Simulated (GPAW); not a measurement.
## Work function of 1T-SnSeTe monolayer at several levels

Aim: the work function of both faces of 1T-SnSeTe monolayer, and its spread over functionals and bases.

Method: GPAW, PAW setups; layer in a repeated cell with vacuum, relaxation of atoms and in-plane cell, in the first sound run; inputs show where later runs differ, in GPAW 26.7.0.

Report form: the programs' logs are mostly left out.

## (1) The starting structure

The cell holds 3 atoms: 1 Te, 1 Sn and 1 Se. Its edges and angles: a = 3.827 Å, b = 3.827 Å, c = 18.571 Å, α = 90.0°, β = 90.0°, γ = 120.0°. Vacuum lies along c.

## (2) Relaxation

The atoms are relaxed first, since the surface dipole, and with it the work function, follows the positions of the outer layers.

Contents of run.py:

```python
import json
import numpy as np
from ase import Atoms
from ase.filters import FrechetCellFilter
from ase.optimize import BFGS
from gpaw import GPAW, PW

slab = Atoms(
    ['Te', 'Sn', 'Se'],
    positions=[
        [1.91364, 1.10484, 8.00000],
        [0.00000, 0.00000, 9.46462],
        [-0.00000, 2.20968, 10.57059]],
    cell=[[3.82728, 0.0, 0.0], [-1.91364, 3.31452, 0.0], [0.0, 0.0, 18.5706]],
    pbc=[True, True, True])

slab.calc = GPAW(mode=PW(600), xc='PBE', kpts={'size': (9, 9, 1), 'gamma': True},
                 occupations={'name': 'fermi-dirac', 'width': 0.05}, nbands='200%',
                 convergence={'density': 1e-05}, maxiter=200,
                 symmetry={'tolerance': 1e-3}, txt='slab.txt')
result = {}
# The in-plane cell is free; stress needs a cell that repeats along all three vectors
path = []
opt = BFGS(FrechetCellFilter(slab, mask=[1, 1, 0, 0, 0, 1]), maxstep=0.2)
opt.attach(lambda: path.append((slab.get_potential_energy(), slab.positions.tolist(), slab.get_forces().tolist())))
result['relaxed'] = bool(opt.run(fmax=0.02, steps=45))
result['path'] = path
result['cell'] = slab.cell.tolist()
print('in-plane lattice', slab.cell.cellpar().round(4)[[0, 1, 5]])
energy = slab.get_potential_energy()
fermi = slab.calc.get_fermi_level()
v = slab.calc.get_electrostatic_potential().mean((0, 1)) - fermi
n = slab.calc.get_pseudo_density().mean((0, 1))
L = slab.cell[2, 2]
z = np.arange(len(v)) * L / len(v)
low, high = slab.positions[:, 2].min(), slab.positions[:, 2].max()
below, above = np.interp([low - 5.8, high + 5.8], z, v)
slopes = [np.interp(x, z, np.gradient(v, z)) for x in (low - 5.8, high + 5.8)]
eps = np.array([[slab.calc.get_eigenvalues(k, s) for k in range(len(slab.calc.get_ibz_k_points()))]
                for s in range(slab.calc.get_number_of_spins())]) - fermi
top, bottom = eps[eps < 0].max(), eps[eps > 0].min()
dipole = slab.get_dipole_moment()[2]
print(f'energy {energy:.4f} eV, Fermi level {fermi:.4f} eV, dipole {dipole:.5f} e A')
print(f'potential 5.8 A off the faces, from the Fermi level: lower {below:.4f} eV, upper {above:.4f} eV')
print(f'slope of the potential there: lower {slopes[0]:.5f}, upper {slopes[1]:.5f} eV/A')
print(f'nearest levels on the mesh: {top:.4f} and {bottom:.4f} eV')
print('magnetic moment', round(slab.get_magnetic_moment(), 3))
result.update(energy=energy, fermi=fermi, dipole=dipole, below=below, above=above, slopes=slopes, edges=[top, bottom],
              z=z.tolist(), v=v.tolist(), n=n.tolist(), positions=slab.positions.tolist(),
              forces=slab.get_forces(apply_constraint=False).tolist(), moments=slab.get_magnetic_moments().tolist())
json.dump(result, open('result.json', 'w'))
```

Launch:

```console
OMP_NUM_THREADS=1 OPENBLAS_NUM_THREADS=1 python run.py
```

Run time: 8.9 min. Hardware: 1 thread of Arm Neoverse V2, shared host; peak memory 0.48 GiB.

Numbers from this step:

```yaml
dipole_along_the_normal: -0.04012 e·Å
levels_nearest_the_fermi_level_on_the_mesh: -0.07919, 0.006338 eV from the Fermi level
```

Table of electrostatic potential energy of an electron (without an applied field's), less the Fermi level, planar mean by z:

```
z (Å)  electrostatic potential energy of an electron (without an applied field's), less the Fermi level, planar mean (eV)
  0.0                                                                                                                5.21
  0.5                                                                                                                5.20
  1.0                                                                                                                5.18
  1.5                                                                                                                5.17
  2.0                                                                                                                5.15
  2.5                                                                                                                5.14
  3.0                                                                                                                5.12
  3.5                                                                                                                5.11
  4.0                                                                                                                5.09
  4.5                                                                                                                5.07
  5.0                                                                                                                5.03
  5.5                                                                                                                4.90
  6.0                                                                                                                4.42
  6.5                                                                                                                2.55
  7.0                                                                                                               -3.96
  7.5                                                                                                               -14.8
  8.0                                                                                                               -9.08
  8.5                                                                                                               -2.65
  9.0                                                                                                               -7.54
  9.5                                                                                                               -13.3
 10.0                                                                                                               -6.02
 10.5                                                                                                               -5.51
 11.0                                                                                                               -12.9
 11.5                                                                                                               -2.77
 12.0                                                                                                                3.36
 12.5                                                                                                                4.92
 13.0                                                                                                                5.26
 13.5                                                                                                                5.33
 14.0                                                                                                                5.33
 14.5                                                                                                                5.32
 15.0                                                                                                                5.31
 15.5                                                                                                                5.30
 16.0                                                                                                                5.28
 16.5                                                                                                                5.27
 17.0                                                                                                                5.25
 17.5                                                                                                                5.24
 18.0                                                                                                                5.23
```

Table of pseudo valence density, planar mean by z:

| z (Å) | pseudo valence density, planar mean (e/Å³) |
| --- | --- |
| 0.00 | 0 |
| 0.53 | 0 |
| 1.06 | 0 |
| 1.41 | 0 |
| 1.95 | 0 |
| 2.48 | 1.4e-6 |
| 3.01 | 5.6e-6 |
| 3.54 | 2.6e-5 |
| 3.89 | 7.1e-5 |
| 4.42 | 3.2e-4 |
| 4.95 | 0.00141 |
| 5.48 | 0.00628 |
| 6.01 | 0.0275 |
| 6.54 | 0.107 |
| 6.90 | 0.211 |
| 7.43 | 0.123 |
| 7.96 | 0.248 |
| 8.49 | 0.267 |
| 9.02 | 0.500 |
| 9.37 | 1.04 |
| 9.90 | 0.476 |
| 10.43 | 0.333 |
| 10.97 | 0.164 |
| 11.50 | 0.258 |
| 11.85 | 0.135 |
| 12.38 | 0.0318 |
| 12.91 | 0.00661 |
| 13.44 | 0.00138 |
| 13.97 | 3.0e-4 |
| 14.50 | 6.3e-5 |
| 14.86 | 2.2e-5 |
| 15.39 | 5.1e-6 |
| 15.92 | 0 |
| 16.45 | 0 |
| 16.98 | 0 |
| 17.33 | 0 |
| 17.86 | 0 |
| 18.39 | 0 |

The relaxation lowered the energy of the cell by 2.43 eV (energies extrapolated to zero smearing; the optimiser's log prints free energies). The largest force left on a free atom is 0.019 eV/Å.

## (3) Plane waves, PBE

With the geometry fixed, the planar mean of the potential gives the vacuum level on each side.

This step: GPAW, PAW setups; slab in vacuum (GPAW 26.7.0).

The cell differs from the one that the last finished run ended in (c 18.571 → 19.411 Å).

Edit run.py of step 2 so:

```diff
@@ -3,4 +3,2 @@
 from ase import Atoms
-from ase.filters import FrechetCellFilter
-from ase.optimize import BFGS
 from gpaw import GPAW, PW
@@ -10,21 +8,14 @@
     positions=[
-        [1.91364, 1.10484, 8.00000],
-        [0.00000, 0.00000, 9.46462],
-        [-0.00000, 2.20968, 10.57059]],
-    cell=[[3.82728, 0.0, 0.0], [-1.91364, 3.31452, 0.0], [0.0, 0.0, 18.5706]],
-    pbc=[True, True, True])
+        [1.98759, 1.14754, 8.00000],
+        [0.00000, -0.00000, 9.85179],
+        [-0.00000, 2.29508, 11.41093]],
+    cell=[[3.97519, -0.0, 0.0], [-1.98759, 3.44261, 0.0], [0.0, 0.0, 19.4109]],
+    pbc=[True, True, False])
 
-slab.calc = GPAW(mode=PW(600), xc='PBE', kpts={'size': (9, 9, 1), 'gamma': True},
+slab.calc = GPAW(mode=PW(400), xc='PBE', kpts={'size': (9, 9, 1), 'gamma': True},
                  occupations={'name': 'fermi-dirac', 'width': 0.05}, nbands='200%',
                  convergence={'density': 1e-05}, maxiter=200,
+                 poissonsolver={'dipolelayer': 'xy'},
                  symmetry={'tolerance': 1e-3}, txt='slab.txt')
 result = {}
-# The in-plane cell is free; stress needs a cell that repeats along all three vectors
-path = []
-opt = BFGS(FrechetCellFilter(slab, mask=[1, 1, 0, 0, 0, 1]), maxstep=0.2)
-opt.attach(lambda: path.append((slab.get_potential_energy(), slab.positions.tolist(), slab.get_forces().tolist())))
-result['relaxed'] = bool(opt.run(fmax=0.02, steps=45))
-result['path'] = path
-result['cell'] = slab.cell.tolist()
-print('in-plane lattice', slab.cell.cellpar().round(4)[[0, 1, 5]])
 energy = slab.get_potential_energy()
```

It took 23 s on 1 thread; peak memory 0.22 GiB.

This step gave:

- dipole along the normal: -0.02783 e·Å
- levels nearest the Fermi level on the mesh: -0.08013, 0.006814 eV from the Fermi level
- upper work function: 5.399 eV
- lower work function: 5.032 eV

The electrostatic potential energy of an electron (without an applied field's), less the Fermi level, planar mean by z:

```
z (Å)  electrostatic potential energy of an electron (without an applied field's), less the Fermi level, planar mean (eV)
  0.0                                                                                                                5.22
  0.5                                                                                                                5.03
  1.0                                                                                                                5.03
  1.5                                                                                                                5.03
  2.0                                                                                                                5.03
  2.5                                                                                                                5.03
  3.0                                                                                                                5.03
  3.5                                                                                                                5.03
  4.0                                                                                                                5.03
  4.5                                                                                                                5.03
  5.0                                                                                                                5.02
  5.5                                                                                                                4.98
  6.0                                                                                                                4.83
  6.5                                                                                                                4.23
  7.0                                                                                                                1.86
  7.5                                                                                                               -6.02
  8.0                                                                                                               -15.2
  8.5                                                                                                               -7.16
  9.0                                                                                                               -2.78
  9.5                                                                                                               -9.25
 10.0                                                                                                               -12.6
 10.5                                                                                                               -4.99
 11.0                                                                                                               -6.87
 11.5                                                                                                               -12.2
 12.0                                                                                                               -1.06
 12.5                                                                                                                3.85
 13.0                                                                                                                5.04
 13.5                                                                                                                5.32
 14.0                                                                                                                5.38
 14.5                                                                                                                5.39
 15.0                                                                                                                5.40
 15.5                                                                                                                5.40
 16.0                                                                                                                5.40
 16.5                                                                                                                5.40
 17.0                                                                                                                5.40
 17.5                                                                                                                5.40
 18.0                                                                                                                5.40
 18.5                                                                                                                5.40
 19.0                                                                                                                5.39
```

The pseudo valence density, planar mean oscillates, so the rows of the table below give means over windows of 1 Å about each position, cut where the curve ends. Its maxima inside the range that stand out by 2 % of the span (Å: e/Å³): 7.5: 0.236, 9.9: 1.04, 11.9: 0.267. Its minima: 8.0: 0.0857, 11.4: 0.156.

The pseudo valence density, planar mean by z; means over each step:

```csv
z (Å),"pseudo valence density, planar mean (e/Å³)"
4,4.5e-5
5,7.6e-4
6,0.0122
7,0.129
8,0.176
9,0.330
10,0.748
11,0.290
12,0.188
13,0.0246
14,0.00135
15,7.1e-5
```

The potential is flat to 2.8e-5 eV/Å where it is read, so the vacuum is wide enough.

## (4) OptPBE vdW: xc = "optPBE-vdW"

The same geometry under optPBE-vdW, to see how far the functional moves the levels against the vacuum (the van der Waals functionals take revPBE setups).

Edit run.py of step 3 so:

```diff
@@ -14,3 +14,3 @@
 
-slab.calc = GPAW(mode=PW(400), xc='PBE', kpts={'size': (9, 9, 1), 'gamma': True},
+slab.calc = GPAW(mode=PW(400), xc='optPBE-vdW', kpts={'size': (9, 9, 1), 'gamma': True},
                  occupations={'name': 'fermi-dirac', 'width': 0.05}, nbands='200%',
```

Run time: 30 s. Hardware: 1 thread; peak memory 0.4 GiB.

Numbers from this step:

| Property | Result |
| --- | --- |
| dipole along the normal | -0.02883 e·Å |
| levels nearest the Fermi level on the mesh | -0.07136, 0.002596 eV from the Fermi level |
| upper work function | 5.616 eV |
| lower work function | 5.236 eV |

The electrostatic potential energy of an electron (without an applied field's), less the Fermi level, planar mean by z:

```csv
z (Å),"electrostatic potential energy of an electron (without an applied field's), less the Fermi level, planar mean (eV)"
0,5.43
1,5.24
2,5.24
3,5.24
4,5.24
5,5.22
6,5.01
7,1.95
8,-15.2
9,-2.81
10,-12.6
11,-6.86
12,-0.977
13,5.22
14,5.59
15,5.62
16,5.62
17,5.62
18,5.62
19,5.61
```

Pseudo valence density, planar mean against z:

| z (Å) | pseudo valence density, planar mean (e/Å³) |
| --- | --- |
| 0.00 | 0 |
| 0.43 | 0 |
| 1.08 | 0 |
| 1.51 | 0 |
| 2.16 | 0 |
| 2.59 | 0 |
| 3.02 | 2.2e-6 |
| 3.67 | 1.8e-5 |
| 4.10 | 5.8e-5 |
| 4.74 | 3.2e-4 |
| 5.18 | 1.0e-3 |
| 5.61 | 0.00311 |
| 6.25 | 0.0178 |
| 6.69 | 0.0556 |
| 7.33 | 0.217 |
| 7.76 | 0.159 |
| 8.20 | 0.156 |
| 8.84 | 0.270 |
| 9.27 | 0.348 |
| 9.92 | 1.04 |
| 10.35 | 0.437 |
| 11.00 | 0.335 |
| 11.43 | 0.157 |
| 11.86 | 0.266 |
| 12.51 | 0.0705 |
| 12.94 | 0.0207 |
| 13.59 | 0.00325 |
| 14.02 | 9.8e-4 |
| 14.45 | 3.0e-4 |
| 15.10 | 5.0e-5 |
| 15.53 | 1.5e-5 |
| 16.18 | 1.9e-6 |
| 16.61 | 0 |
| 17.04 | 0 |
| 17.69 | 0 |
| 18.12 | 0 |
| 18.76 | 0 |
| 19.20 | 0 |

Force by atom:

```csv
atom,x (eV/Å),y (eV/Å),z (eV/Å),size
Te1,0.000,0.000,-0.252,0.252
Sn2,0.000,0.000,0.004,0.004
Se3,0.000,0.000,0.246,0.246
```

The upper face's work function is 5.616 eV, against 5.399 eV in the first plane-wave PBE run at this geometry.

(Part 1 of 2 ends here.)

[Logs are printed without paths, hosts, clocks, repeated set-up lines and the standing remarks that a program may print on its own settings, such as how far it seeks lower states.]

[Hosts, paths, dates, database ids (printed as entryN), source tags and the programs' standing remarks are cut or masked in the printed files.]
